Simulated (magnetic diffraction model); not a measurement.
# Magnetic neutron pattern of KNiI3

Space group Pm-3m (no. 221), a = 5.4800 Å.

| site | atom | x | y | z |
| --- | --- | --- | --- | --- |
| 3c | I | 1/2 | 0 | 1/2 |
| 1b | Ni | 1/2 | 1/2 | 1/2 |
| 1a | K | 0 | 0 | 0 |

The compound is invented for this exercise: a known structure type with other elements, its cell scaled to their sizes and not relaxed.

Only Ni is taken to order (form factors of Ni2+); orders and moment sizes are assumed, and not adapted to the symmetry. Radiation: neutrons of λ = 2.52 Å, 5° to 100°; isotropic B of 0.14 Å² (I), 0.14 Å² (Ni) and 0.14 Å² (K). The intensities are simulated: I ∝ L Σ (|F_N|² + |F_M⊥|²) for unpolarised neutrons, with F_M = 2.695 fm/μB × Σ f(s) S exp(2πi Q·r) exp(−B s²) at Q = H ± k (one set where k and −k are equivalent), only the part normal to Q counting and L = 1/(sin²θ cos θ). For collinear order S is the moment m, which repeats by lattice and centring translations R with the sign exp(−2πi k·R). Form factors are spin-only for 3d ions and dipole or tabulated for f ions, scattering lengths are Sears's of 1992, and absorption is left out. A label names one of the reflections at its angle. The strongest nuclear line in the range is 100, and lines under 0.2 are left out.

Assume the order k = (0 0 0), collinear moments along [111], 1.71 μB on Ni.

Predict the pattern, nuclear and magnetic parts apart.

```tsv
2θ (°)	index	nuclear	magnetic
26.59	(1 0 0)	50.7	4.4
37.95	(1 1 0)	27.7	4.0
46.94	(1 1 1)	14.2	1.6
54.76	(2 0 0)	86.3	0.8
61.88	(2 1 0)	45.6	2.4
68.56	(2 1 1)	20.9	1.8
81.13	(2 2 0)	100.0	0.6
87.23	(3 0 0)	37.1	1.2
93.29	(3 1 0)	15.0	0.8
99.39	(3 1 1)	16.2	0.7
```

The strongest magnetic line in the range is (1 0 0) at 26.59° (4.4). On top of the Lorentz factor, which all lines share, magnetic lines fade with angle because f falls: for Ni2+ it is 0.92, 0.73, 0.52 and 0.21 at sin θ/λ = 0.1, 0.2, 0.3 and 0.5 Å⁻¹, while nuclear lengths stay constant. The net moment is 1.71 μB a primitive cell.

[Logs are printed without paths, hosts, clocks, repeated set-up lines and the standing remarks that a program may print on its own settings, such as how far it seeks lower states.]
